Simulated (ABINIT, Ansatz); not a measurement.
**Converging GW for PbO (P4/nmm) in ABINIT**

Wanted: a converged G0W0 gap of PbO (P4/nmm), or an estimate of the limit.

Main program and level: ABINIT 10.8.3; PBE and many-body steps on it, plane waves.

The database entry behind the starting cell differs from later determinations by our own check (c about 1 % long), so it need not match the best structure at ambient conditions.

### 1. The structure

Symmetry: P4/nmm, No. 129, tetragonal system. Conventional cell: a = 3.975 Å, b = 3.975 Å, c = 5.023 Å, α = 90.00°, β = 90.00°, γ = 90.00°. Nearest to Pb lie 4 O at 2.32 Å. Nearest to O lie 4 Pb at 2.32 Å. Farther neighbours and most contacts between anions are not listed.

The cell and positions come from the Crystallography Open Database and are kept as given unless a step says otherwise. Spin-orbit coupling is left out unless a step names it.

### 2. Empty states on the mesh, 4×4×4 mesh, 264 bands

This step: ABINIT 10.8.3; DFT, PBE, plane waves, norm-conserving pseudopotentials.

The sums over transitions need many empty states on a uniform mesh; this step solves for them.

File run.abi:

```
acell 3*1.0 Angstrom
rprim 
  3.974800000000 0.000000000000 0.000000000000
  0.000000000000 3.974800000000 0.000000000000
  0.000000000000 0.000000000000 5.022700000000
ntypat 2
znucl 82 8
natom 4
typat 1 1 2 2
xred 
  0.000000000000 0.500000000000 0.238514000000
  0.500000000000 0.000000000000 0.761486000000
  0.000000000000 0.000000000000 0.000000000000
  0.500000000000 0.500000000000 0.000000000000
pp_dirpath "pseudos"
pseudos "Pb.upf, O.upf"
ecut 36
ngkpt 4 4 4
nshiftk 1
shiftk 0 0 0
kptopt 1
chksymbreak 0
irdden 1
istwfk *1
nband 264
prtvol 0
optdriver 6
gwr_task "HDIAGO"
paral_kgb 0
occopt 1
indata_prefix "in"
outdata_prefix "out"
tmpdata_prefix "tmp"
```

Started as:

```console
$ OMP_NUM_THREADS=1 mpirun -n 8 abinit run.abi > log
```

Output:

```text
.Version 10.8.3 of ABINIT. v10.8.2 released Aug 2026.

 Symmetries : space group P4/n m m (#129); Bravais tP (primitive tetrag.)
[... echo of the input left out ...]
== DATASET  1 ==================================================================
-   mpi_nproc: 8, omp_nthreads: 1 (-1 if OMP is not activated)

--- !DatasetInfo
iteration_state: {dtset: 1, }
dimensions: {natom: 4, nkpt: 18, mband: 264, nsppol: 1, nspinor: 1, nspden: 1, mpw: 5556, }
cutoff_energies: {ecut:  36.0, pawecutdg:  -1.0, }
[...]
Indirect band gap semiconductor
 Fundamental gap:     1.154 (eV)
   VBM:     3.759 (eV) at k: [ 0.0000E+00,  0.0000E+00,  0.0000E+00]
   CBM:     4.913 (eV) at k: [ 5.0000E-01,  5.0000E-01,  0.0000E+00]
 Direct gap:         2.145 (eV) at k: [ 5.0000E-01,  5.0000E-01,  0.0000E+00]

== END DATASET(S) ==============================================================
================================================================================

 -outvars: echo values of variables after computation  --------
           etotal      0.0000000000E+00
            nband         264
             nkpt          18
          spgroup         129
 [... the other variables as echoed above ...]

 Calculation completed.
```

Run time: 4.9 min. Hardware: 8 MPI ranks of Arm Neoverse V2, shared host; peak memory 14 GiB; 39 min of CPU time.

Numbers from this step:

```yaml
gap: 1.154 eV
k_of_the_valence_top: 0, 0, 0
k_of_the_conduction_bottom: 0.5, 0.5, 0
least_direct_gap: 2.145 eV
k_points_computed: 18
lowest_point_of_the_top_converged_band_above_the_valence_top: 110.1637 eV
```

On this mesh the gap is 1.154 eV.

The density comes from a self-consistent run that is not shown.

### 3. Screening, 4×4×4 mesh, 49 bands, screening to 76.2 eV

The RPA dielectric matrix is built and inverted for each q.

This step: RPA screening on PBE, plane waves, norm-conserving pseudopotentials.

Changes to run.abi since step 2:

```diff
@@ -22,10 +22,11 @@
 chksymbreak 0
-irdden 1
 istwfk *1
-nband 264
-prtvol 0
-optdriver 6
-gwr_task "HDIAGO"
-paral_kgb 0
 occopt 1
+irdwfk 1
+optdriver 3
+nband 49
+ecuteps 2.8
+inclvkb 2
+awtr 1
+symchi 1
 indata_prefix "in"
```

Output:

```text
.Version 10.8.3 of ABINIT. v10.8.2 released Aug 2026.

 Symmetries : space group P4/n m m (#129); Bravais tP (primitive tetrag.)
[... echo of the input left out ...]
== DATASET  1 ==================================================================
-   mpi_nproc: 8, omp_nthreads: 1 (-1 if OMP is not activated)

--- !DatasetInfo
iteration_state: {dtset: 1, }
dimensions: {natom: 4, nkpt: 18, mband: 49, nsppol: 1, nspinor: 1, nspden: 1, mpw: 5556, }
cutoff_energies: {ecut:  36.0, pawecutdg:  -1.0, }
electrons: {nelect:   4.00000000E+01, charge:   0.00000000E+00, occopt:   1.00000000E+00, tsmear:   1.00000000E-02, }

 SCREENING: Calculation of the susceptibility and dielectric matrices

 Based on a program developped by R.W. Godby, V. Olevano, G. Onida, and L. Reining.
 Incorporated in ABINIT by V. Olevano, G.-M. Rignanese, and M. Torrent.
.Using double precision arithmetic ; gwpc =  8

[... cell and pseudopotentials left out ...]
--------------------------------------------------------------------------------

 ==== K-mesh for the wavefunctions ====
 Number of points in the irreducible wedge :    18
[... list of points left out ...]
 Together with 16 symmetry operations and time-reversal symmetry
 yields    64 points in the full Brillouin Zone.

 ==== Q-mesh for the screening function ====
 Number of points in the irreducible wedge :    18
[... list of points left out ...]
 Together with 16 symmetry operations and time-reversal symmetry
 yields    64 points in the full Brillouin Zone.

 setmesh: FFT mesh size selected  =    30x   30x   36
          total number of points  =        32400

 vcoul_init : cutoff-mode = AUXILIARY_FUNCTION
 q-points for optical limit:   1
     1)      0.000010    0.000020    0.000030

- screening: taking advantage of time-reversal symmetry
- Maximum band index for partially occupied states nbvw = 20
- Remaining bands to be divided among processors   nbcw = 29
- Number of bands treated by each node ~3

 Number of electrons calculated from density =   40.0000; Expected =   40.0000
 average of density, n =  0.074696
 r_s =    1.4730
 omega_plasma =   26.3635 [eV]

 calculating chi0 at frequencies [eV] :
  1    0.000000E+00    0.000000E+00
  2    0.000000E+00    2.636352E+01

--------------------------------------------------------------------------------
  q-point number  1        q = ( 0.000000, 0.000000, 0.000000) [r.l.u.]
--------------------------------------------------------------------------------
[... chi0 elements left out ...]
 For q-point:  0.000010 0.000020 0.000030
  dielectric constant =   6.3505
  dielectric constant without local fields =   7.1081

  Average fulfillment of the sum rule on Im[epsilon] for q-point    1 :     33.09  [%]
[... wings left out ...]
  q-point number  2        q = ( 0.250000, 0.000000, 0.000000) [r.l.u.]
--------------------------------------------------------------------------------
[... chi0 elements left out ...]
  Average fulfillment of the sum rule on Im[epsilon] for q-point    2 :     52.68  [%]

 [... 16 further q-points ...]
```

The job ended after 27 s (8 MPI ranks; peak memory 2.8 GiB; 3.6 min of CPU time).

Numbers from this step:

```yaml
eps_infinity_with_local_fields_on_this_mesh_along_the_program_s_q_direction: 6.351
the_same_without_local_fields: 7.108
plasma_frequency: 26.36 eV
plane_waves_in_the_screening_matrix: 127
```

Local fields lower ε∞ by 11 %. On a Γ-centred mesh this coarse the value itself is usually too large, while a short band sum pulls it down.

### 4. 49 bands, 76.2 eV

The self-energy is evaluated for the states that the input lists, and the levels follow from it, in one-shot runs by the linearised quasiparticle equation.

This step: G0W0 on PBE, plane waves, norm-conserving pseudopotentials.

Changes to run.abi since step 3:

```diff
@@ -25,8 +25,17 @@
 irdwfk 1
-optdriver 3
+optdriver 4
 nband 49
+gwcalctyp 0
+ecutsigx 36
+symsigma 1
+nkptgw 2
+kptgw 
+  0.0000000000 0.0000000000 0.0000000000
+  0.5000000000 0.5000000000 0.0000000000
+bdgw 
+  18 22
+  19 22
 ecuteps 2.8
-inclvkb 2
-awtr 1
-symchi 1
+irdscr 1
+ppmodel 1
 indata_prefix "in"
```

Output:

```text
.Version 10.8.3 of ABINIT. v10.8.2 released Aug 2026.

 Symmetries : space group P4/n m m (#129); Bravais tP (primitive tetrag.)
[... echo of the input left out ...]
== DATASET  1 ==================================================================
-   mpi_nproc: 8, omp_nthreads: 1 (-1 if OMP is not activated)

--- !DatasetInfo
iteration_state: {dtset: 1, }
dimensions: {natom: 4, nkpt: 18, mband: 49, nsppol: 1, nspinor: 1, nspden: 1, mpw: 5556, }
cutoff_energies: {ecut:  36.0, pawecutdg:  -1.0, }
electrons: {nelect:   4.00000000E+01, charge:   0.00000000E+00, occopt:   1.00000000E+00, tsmear:   1.00000000E-02, }

 SIGMA: Calculation of the GW corrections

 Based on a program developped by R.W. Godby, V. Olevano, G. Onida, and L. Reining.
 Incorporated in ABINIT by V. Olevano, G.-M. Rignanese, and M. Torrent.
.Using double precision arithmetic ; gwpc =  8

[... cell and pseudopotentials left out ...]
--------------------------------------------------------------------------------

 ==== K-mesh for the wavefunctions ====
 Number of points in the irreducible wedge :    18
[... list of points left out ...]
 Together with 16 symmetry operations and time-reversal symmetry
 yields    64 points in the full Brillouin Zone.

 ==== Q-mesh for screening function ====
 Number of points in the irreducible wedge :    18
[... list of points left out ...]
 Together with 16 symmetry operations and time-reversal symmetry
 yields    64 points in the full Brillouin Zone.

 vcoul_init : cutoff-mode = AUXILIARY_FUNCTION
 q-points for optical limit:   1
     1)      0.000010    0.000020    0.000030
 setmesh: FFT mesh size selected  =    48x   48x   60
          total number of points  =       138240

 Number of electrons calculated from density =   40.0000; Expected =   40.0000
 average of density, n =  0.074696
 r_s =    1.4730
 omega_plasma =   26.3635 [eV]

 === KS Band Gaps ===
  >>>> For spin  1
   Minimum direct gap =   2.1454 [eV], located at k-point      :   0.5000  0.5000  0.0000
   Fundamental gap    =   1.1541 [eV], Top of valence bands at :   0.0000  0.0000  0.0000
                                       Bottom of conduction at :   0.5000  0.5000  0.0000
 SIGMA fundamental parameters:
 PLASMON POLE MODEL  1
 number of plane-waves for SigmaX                 5533
 number of plane-waves for SigmaC and W            127
 number of plane-waves for wavefunctions          5533
 number of bands                                    49
 number of independent spin polarizations            1
 number of spinorial components                      1
 number of k-points in IBZ                          18
 number of q-points in IBZ                          18
 number of symmetry operations                      16
 number of k-points in BZ                           64
 number of q-points in BZ                           64
 number of frequencies for dSigma/dE                 9
 frequency step for dSigma/dE [eV]                0.25
 number of omega for Sigma on real axis              0
 max omega for Sigma on real axis  [eV]           0.00
 zcut for avoiding poles [eV]                     0.10

 EPSILON^-1 parameters (SCR file):
 dimension of the eps^-1 matrix on file            127
 dimension of the eps^-1 matrix used               127
 number of plane-waves for wavefunctions          5533
 number of bands                                    49
 number of q-points in IBZ                          18
 number of frequencies                               2
 number of real frequencies                          1
 number of imag frequencies                          1

 matrix elements of self-energy operator (all in [eV])

 Perturbative Calculation

--- !SelfEnergy_ee
iteration_state: {dtset: 1, }
kpoint     : [   0.000,    0.000,    0.000, ]
spin       : 1
KS_gap     :    2.390
QP_gap     :    2.583
Delta_QP_KS:    0.193
data: !SigmaeeData |
     Band     E0 <VxcDFT>   SigX SigC(E0)      Z dSigC/dE  Sig(E)    E-E0       E
       18   2.152 -19.487 -24.441   5.421   0.743  -0.345 -19.139   0.347   2.499
       19   2.152 -19.487 -24.441   5.421   0.743  -0.345 -19.139   0.347   2.499
       20   3.759 -17.584 -20.215   3.049   0.781  -0.281 -17.258   0.326   4.085
       21   6.149 -11.800  -8.641  -2.533   0.828  -0.208 -11.281   0.519   6.668
       22   9.320 -10.679  -7.064  -2.906   0.826  -0.211 -10.094   0.585   9.905

--- !SelfEnergy_ee
iteration_state: {dtset: 1, }
kpoint     : [   0.500,    0.500,    0.000, ]
spin       : 1
KS_gap     :    2.145
QP_gap     :    1.923
Delta_QP_KS:   -0.223
data: !SigmaeeData |
     Band     E0 <VxcDFT>   SigX SigC(E0)      Z dSigC/dE  Sig(E)    E-E0       E
       19   2.767 -20.296 -24.946   5.367   0.744  -0.345 -19.762   0.534   3.301
       20   2.767 -20.296 -24.946   5.367   0.744  -0.345 -19.762   0.534   3.301
       21   4.913  -9.611  -6.778  -2.458   0.831  -0.204  -9.300   0.311   5.224
       22   4.913  -9.611  -6.778  -2.458   0.831  -0.204  -9.300   0.311   5.224

== END DATASET(S) ==============================================================
================================================================================

 -outvars: echo values of variables after computation  --------
           etotal      0.0000000000E+00
            nband          49
             nkpt          18
          spgroup         129
 [... the other variables as echoed above ...]

 Calculation completed.
```

The job ended after 4.3 s (8 MPI ranks; peak memory 2.2 GiB).

Numbers from this step:

| Property | Result |
| --- | --- |
| G0W0 gap on the points computed | 1.139 eV |
| starting gap on the mesh | 1.154 eV |
| k of the valence top | 0, 0, 0 |
| k of the conduction bottom | 0.5, 0.5, 0 |
| Z at the valence top | 0.781 |
| Z at the conduction bottom | 0.831 |
| least direct G0W0 gap on the computed points | 1.923 eV |

The gap on the mesh goes from 1.15 eV to 1.14 eV, a correction of −0.02 eV.

### 5. Screening, 4×4×4 mesh, 116 bands, screening to 141.5 eV

This step: RPA screening on PBE, plane waves, norm-conserving pseudopotentials.

Changes to run.abi since step 4:

```diff
@@ -25,17 +25,8 @@
 irdwfk 1
-optdriver 4
-nband 49
-gwcalctyp 0
-ecutsigx 36
-symsigma 1
-nkptgw 2
-kptgw 
-  0.0000000000 0.0000000000 0.0000000000
-  0.5000000000 0.5000000000 0.0000000000
-bdgw 
-  18 22
-  19 22
-ecuteps 2.8
-irdscr 1
-ppmodel 1
+optdriver 3
+nband 116
+ecuteps 5.2
+inclvkb 2
+awtr 1
+symchi 1
 indata_prefix "in"
```

Output:

```text
.Version 10.8.3 of ABINIT. v10.8.2 released Aug 2026.

 Symmetries : space group P4/n m m (#129); Bravais tP (primitive tetrag.)
[... echo of the input left out ...]
== DATASET  1 ==================================================================
-   mpi_nproc: 8, omp_nthreads: 1 (-1 if OMP is not activated)

--- !DatasetInfo
iteration_state: {dtset: 1, }
dimensions: {natom: 4, nkpt: 18, mband: 116, nsppol: 1, nspinor: 1, nspden: 1, mpw: 5556, }
cutoff_energies: {ecut:  36.0, pawecutdg:  -1.0, }
electrons: {nelect:   4.00000000E+01, charge:   0.00000000E+00, occopt:   1.00000000E+00, tsmear:   1.00000000E-02, }

 SCREENING: Calculation of the susceptibility and dielectric matrices

 Based on a program developped by R.W. Godby, V. Olevano, G. Onida, and L. Reining.
 Incorporated in ABINIT by V. Olevano, G.-M. Rignanese, and M. Torrent.
.Using double precision arithmetic ; gwpc =  8

[... cell and pseudopotentials left out ...]
--------------------------------------------------------------------------------

 ==== K-mesh for the wavefunctions ====
 Number of points in the irreducible wedge :    18
[... list of points left out ...]
 Together with 16 symmetry operations and time-reversal symmetry
 yields    64 points in the full Brillouin Zone.

 ==== Q-mesh for the screening function ====
 Number of points in the irreducible wedge :    18
[... list of points left out ...]
 Together with 16 symmetry operations and time-reversal symmetry
 yields    64 points in the full Brillouin Zone.

 setmesh: FFT mesh size selected  =    30x   30x   36
          total number of points  =        32400

 vcoul_init : cutoff-mode = AUXILIARY_FUNCTION
 q-points for optical limit:   1
     1)      0.000010    0.000020    0.000030

- screening: taking advantage of time-reversal symmetry
- Maximum band index for partially occupied states nbvw = 20
- Remaining bands to be divided among processors   nbcw = 96
- Number of bands treated by each node ~12

 Number of electrons calculated from density =   40.0000; Expected =   40.0000
 average of density, n =  0.074696
 r_s =    1.4730
 omega_plasma =   26.3635 [eV]

 calculating chi0 at frequencies [eV] :
  1    0.000000E+00    0.000000E+00
  2    0.000000E+00    2.636352E+01

--------------------------------------------------------------------------------
  q-point number  1        q = ( 0.000000, 0.000000, 0.000000) [r.l.u.]
--------------------------------------------------------------------------------
[... chi0 elements left out ...]
 For q-point:  0.000010 0.000020 0.000030
  dielectric constant =   6.3157
  dielectric constant without local fields =   7.2533

  Average fulfillment of the sum rule on Im[epsilon] for q-point    1 :     75.18  [%]
[... wings left out ...]
  q-point number  2        q = ( 0.250000, 0.000000, 0.000000) [r.l.u.]
--------------------------------------------------------------------------------
[... chi0 elements left out ...]
  Average fulfillment of the sum rule on Im[epsilon] for q-point    2 :    100.04  [%]

 [... 16 further q-points ...]
```

Run time: 99 s. Hardware: 8 MPI ranks; peak memory 3.5 GiB; 13 min of CPU time.

This step gave:

```yaml
eps_infinity_with_local_fields_on_this_mesh_along_the_program_s_q_direction: 6.316
the_same_without_local_fields: 7.253
plasma_frequency: 26.36 eV
plane_waves_in_the_screening_matrix: 293
```

[end of part 1 of 2]

[Paths, hosts, dates, memory and timing lines, banners, echoed tables and standing remarks are left out of the program output.]

[Logs are printed without paths, hosts, clocks, repeated set-up lines and the standing remarks that a program may print on its own settings, such as how far it seeks lower states.]

[Runs of the session that timed out or met a known fault of the program may be left out.]

[Hosts, paths, dates, database ids (printed as entryN), source tags and the programs' standing remarks are cut or masked in the printed files.]

[G0W0 gaps are taken among the corrected bands and points alone; a level outside them can change the order at an edge.]

[Where Ansatz stands beside ABINIT at settings called matched, ABINIT's density can come from a denser mesh and the files from another edition; pairs whose starting gaps differed by over 0.03 eV were left out, so agreement reads better than it is.]
